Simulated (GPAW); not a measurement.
# C/Ag(110): work function by functional and basis, part 2 of 2

How far do functional and basis move the work function of C/Ag(110)?

GPAW 26.7.0; GPAW, PAW setups; slab in vacuum, relaxation (the session's first sound run).

So far, upper work function (eV): step 2 (relaxation, PBE, GPAW) 5.32; step 5 (OptPBE vdW: xc = "optPBE-vdW", GPAW, PAW setups, GPAW) 5.50; step 6 (self-consistent run: xc = "vdW-DF2", GPAW, PAW setups, GPAW) 5.68; step 7 (self-consistent run: xc = "LDA") 5.71; step 8 (self-consistent run: xc = "revPBE") 5.17.

## Step 9: Real-space grid: mode = "fd"

A real-space grid is a second complete basis, so it checks the plane-wave result.

run.py reads:

```python
import json
import numpy as np
from ase import Atoms
from gpaw import GPAW

slab = Atoms(
    ['Ag', 'Ag', 'Ag', 'Ag', 'Ag', 'C'],
    positions=[
        [0.00000, 0.00000, 8.00000],
        [2.04500, 1.44603, 9.44603],
        [0.00000, 0.00000, 10.94758],
        [2.04500, 1.44603, 12.42156],
        [-0.00000, 0.00000, 14.45885],
        [2.04500, 1.44603, 14.52055]],
    cell=[[4.09, 0.0, 0.0], [0.0, 2.89207, 0.0], [0.0, 0.0, 22.28413]],
    pbc=[True, True, False])

slab.calc = GPAW(mode='fd', h=0.18, xc='PBE', kpts={'size': (8, 11, 1), 'gamma': True},
                 occupations={'name': 'fermi-dirac', 'width': 0.1}, nbands='160%',
                 convergence={'density': 1e-05}, maxiter=200,
                 poissonsolver={'dipolelayer': 'xy'},
                 symmetry={'tolerance': 1e-3}, txt='slab.txt')
result = {}
energy = slab.get_potential_energy()
fermi = slab.calc.get_fermi_level()
v = slab.calc.get_electrostatic_potential().mean((0, 1)) - fermi
n = slab.calc.get_pseudo_density().mean((0, 1))
L = slab.cell[2, 2]
z = np.arange(len(v)) * L / len(v)
low, high = slab.positions[:, 2].min(), slab.positions[:, 2].max()
below, above = np.interp([low - 5.8, high + 5.8], z, v)
slopes = [np.interp(x, z, np.gradient(v, z)) for x in (low - 5.8, high + 5.8)]
eps = np.array([[slab.calc.get_eigenvalues(k, s) for k in range(len(slab.calc.get_ibz_k_points()))]
                for s in range(slab.calc.get_number_of_spins())]) - fermi
top, bottom = eps[eps < 0].max(), eps[eps > 0].min()
dipole = slab.get_dipole_moment()[2]
print(f'energy {energy:.4f} eV, Fermi level {fermi:.4f} eV, dipole {dipole:.5f} e A')
print(f'potential 5.8 A off the faces, from the Fermi level: lower {below:.4f} eV, upper {above:.4f} eV')
print(f'slope of the potential there: lower {slopes[0]:.5f}, upper {slopes[1]:.5f} eV/A')
print(f'nearest levels on the mesh: {top:.4f} and {bottom:.4f} eV')
print('magnetic moment', round(slab.get_magnetic_moment(), 3))
result.update(energy=energy, fermi=fermi, dipole=dipole, below=below, above=above, slopes=slopes, edges=[top, bottom],
              z=z.tolist(), v=v.tolist(), n=n.tolist(), positions=slab.positions.tolist(),
              forces=slab.get_forces(apply_constraint=False).tolist(), moments=slab.get_magnetic_moments().tolist())
json.dump(result, open('result.json', 'w'))
```

Launch:

```bash
$ OMP_NUM_THREADS=1 OPENBLAS_NUM_THREADS=1 python run.py
```

Output:

```text
energy -17.9503 eV, Fermi level -4.7955 eV, dipole -0.06877 e A
potential 5.8 A off the faces, from the Fermi level: lower 4.2694 eV, upper 5.3215 eV
slope of the potential there: lower -0.00003, upper 0.00001 eV/A
nearest levels on the mesh: -0.0340 and 0.0336 eV
magnetic moment 0.0
```

It took 22 min on 1 thread of Arm Neoverse V2, shared host; peak memory 2.3 GiB.

Numbers from this step:

```
dipole along the normal                    : -0.06877 e·Å
levels nearest the Fermi level on the mesh : -0.03405, 0.03358 eV from the Fermi level
upper work function                        : 5.322 eV
lower work function                        : 4.269 eV
```

The upper face's work function is 5.322 eV, against 5.321 eV in the first plane-wave PBE run at this geometry.

## Step 10: Atomic orbitals: mode = "lcao"

Atom-centred orbitals end a few angstrom from the surface, which tests how much the density's tail matters.

Changes to run.py since step 9:

```diff
@@ -17,4 +17,4 @@
 
-slab.calc = GPAW(mode='fd', h=0.18, xc='PBE', kpts={'size': (8, 11, 1), 'gamma': True},
-                 occupations={'name': 'fermi-dirac', 'width': 0.1}, nbands='160%',
+slab.calc = GPAW(mode='lcao', basis='dzp', h=0.18, xc='PBE', kpts={'size': (8, 11, 1), 'gamma': True},
+                 occupations={'name': 'fermi-dirac', 'width': 0.1}, nbands='120%',
                  convergence={'density': 1e-05}, maxiter=200,
```

Output:

```text
energy -16.0542 eV, Fermi level -4.7949 eV, dipole -0.07364 e A
potential 5.8 A off the faces, from the Fermi level: lower 4.2316 eV, upper 5.3581 eV
slope of the potential there: lower -0.00001, upper 0.00001 eV/A
nearest levels on the mesh: -0.0301 and 0.0386 eV
magnetic moment 0.0
```

It took 21 min on 1 thread; peak memory 0.53 GiB.

This step gave:

```yaml
dipole_along_the_normal: -0.07364 e·Å
levels_nearest_the_fermi_level_on_the_mesh: -0.03012, 0.03856 eV from the Fermi level
upper_work_function: 5.358 eV
lower_work_function: 4.232 eV
```

The electrostatic potential energy of an electron (without an applied field's), less the Fermi level, planar mean oscillates, so the rows of the table below give means over windows of 1.53 Å about each position, cut where the curve ends. Its maxima inside the range that stand out by 2 % of the span (Å: eV): 8.7: -4.49, 10.2: -4.03, 11.7: -4.48, 13.4: 0.435. Its minima: 8.0: -11.4, 9.4: -11.9, 11.0: -11.9, 12.4: -11.7, 14.5: -19.9.

Electrostatic potential energy of an electron (without an applied field's), less the Fermi level, planar mean against z; means over each step:

```csv
z (Å),"electrostatic potential energy of an electron (without an applied field's), less the Fermi level, planar mean (eV)"
0.77,4.25
2.29,4.23
3.82,4.23
5.35,4.17
6.88,1.32
8.41,-7.87
9.95,-7.84
11.47,-8.18
13.00,-4.67
14.53,-10.4
16.06,4.37
17.59,5.34
19.12,5.36
20.65,5.36
22.18,5.36
```

The upper face's work function is 5.358 eV, against 5.321 eV in the first plane-wave PBE run at this geometry.

## Step 11: The ladder

Times are for 1 thread of Arm Neoverse V2, shared host. The series side by side:

```csv
no.,run,upper work function (eV),lower work function (eV),time,memory (GiB)
1,pw,5.321,4.269,5.3 min,0.49
2,RPBE,5.148,4.074,5.3 min,0.49
3,optPBE vdW,5.500,4.454,5.4 min,0.71
4,vdW DF2,5.679,4.693,5.4 min,0.71
5,LDA,5.713,4.679,5.5 min,0.49
6,revPBE,5.166,4.096,5.3 min,0.49
7,fd,5.322,4.269,22 min,2.3
8,lcao,5.358,4.232,21 min,0.53
```

## Step 12: Side by side

Results and costs are gathered.

This step: comparison of work functions, dipole and cost (GPAW 26.7.0).

Ladder, by row:

```csv
step,code,"work function, upper (eV)","work function, lower (eV)",dipole (e Å),wall time (s),peak memory (GiB),threads
pw,GPAW,5.321,4.269,-0.06866,319.6,0.49,1
RPBE,GPAW,5.148,4.074,-0.07007,319.5,0.49,1
optPBE-vdW,GPAW,5.5,4.454,-0.06828,322.3,0.71,1
vdW-DF2,GPAW,5.679,4.693,-0.06438,326.4,0.71,1
LDA,GPAW,5.713,4.679,-0.0675,328.8,0.49,1
revPBE,GPAW,5.166,4.096,-0.06987,316.4,0.49,1
fd,GPAW,5.322,4.269,-0.06877,1348,2.26,1
lcao,GPAW,5.358,4.232,-0.07364,1248,0.53,1
```

## Step 13: A changed run

One more run, with changed settings.

This step: GPAW, PAW setups; slab in vacuum (GPAW 26.7.0).

Changes to run.py since step 10:

```diff
@@ -3,3 +3,3 @@
 from ase import Atoms
-from gpaw import GPAW
+from gpaw import GPAW, PW
 
@@ -17,5 +17,5 @@
 
-slab.calc = GPAW(mode='lcao', basis='dzp', h=0.18, xc='PBE', kpts={'size': (8, 11, 1), 'gamma': True},
-                 occupations={'name': 'fermi-dirac', 'width': 0.1}, nbands='120%',
-                 convergence={'density': 1e-05}, maxiter=200,
+slab.calc = GPAW(mode=PW(500), xc='PBE', kpts={'size': (8, 11, 1), 'gamma': True},
+                 occupations={'name': 'fermi-dirac', 'width': 0.1}, nbands='160%',
+                 convergence={'density': 1e-05}, maxiter=100,
                  poissonsolver={'dipolelayer': 'xy'},
@@ -30,4 +30,4 @@
 low, high = slab.positions[:, 2].min(), slab.positions[:, 2].max()
-below, above = np.interp([low - 5.8, high + 5.8], z, v)
-slopes = [np.interp(x, z, np.gradient(v, z)) for x in (low - 5.8, high + 5.8)]
+below, above = np.interp([low - 1.0, high + 1.0], z, v)
+slopes = [np.interp(x, z, np.gradient(v, z)) for x in (low - 1.0, high + 1.0)]
 eps = np.array([[slab.calc.get_eigenvalues(k, s) for k in range(len(slab.calc.get_ibz_k_points()))]
@@ -37,3 +37,3 @@
 print(f'energy {energy:.4f} eV, Fermi level {fermi:.4f} eV, dipole {dipole:.5f} e A')
-print(f'potential 5.8 A off the faces, from the Fermi level: lower {below:.4f} eV, upper {above:.4f} eV')
+print(f'potential 1.0 A off the faces, from the Fermi level: lower {below:.4f} eV, upper {above:.4f} eV')
 print(f'slope of the potential there: lower {slopes[0]:.5f}, upper {slopes[1]:.5f} eV/A')
```

Output:

```text
energy -17.7873 eV, Fermi level -0.1930 eV, dipole -0.06866 e A
potential 1.0 A off the faces, from the Fermi level: lower 2.1173 eV, upper 2.9634 eV
slope of the potential there: lower -5.93725, upper 7.15451 eV/A
nearest levels on the mesh: -0.0340 and 0.0339 eV
magnetic moment 0.0
```

Run time: 5.3 min. Hardware: 1 thread; peak memory 0.49 GiB.

The run finished. A setting was moved off its sound value on purpose, so it serves as a test and not as the result.

The fault put into the input: the potential probed 1 A off the face (probe = 1.0).

## Step 14: Summary of results

```yaml
work_function_upper_and_lower_face: 5.321 and 4.269 eV
dipole_along_the_normal: -0.0687 e Å
```

In words: With plane waves and PBE the work function is 5.32 eV on the upper face and 4.27 eV on the lower. The two faces differ by 1.1 eV, the step that the slab's dipole makes (e p/(ε0 A) gives 1.1 eV), so the dipole layer is needed. Over the sound runs of the table the upper face's work function spans 5.148 (RPBE) to 5.713 eV (LDA). The cell of 11.8 Å² holds one C, started on one chosen site; other sites and coverages weren't tried. The in-plane lattice was kept as typed, which isn't the functional's own and leaves some strain; spin-orbit coupling and temperature are left out.

[Logs are printed without paths, hosts, clocks, repeated set-up lines and the standing remarks that a program may print on its own settings, such as how far it seeks lower states.]

[Hosts, paths, dates, database ids (printed as entryN), source tags and the programs' standing remarks are cut or masked in the printed files.]
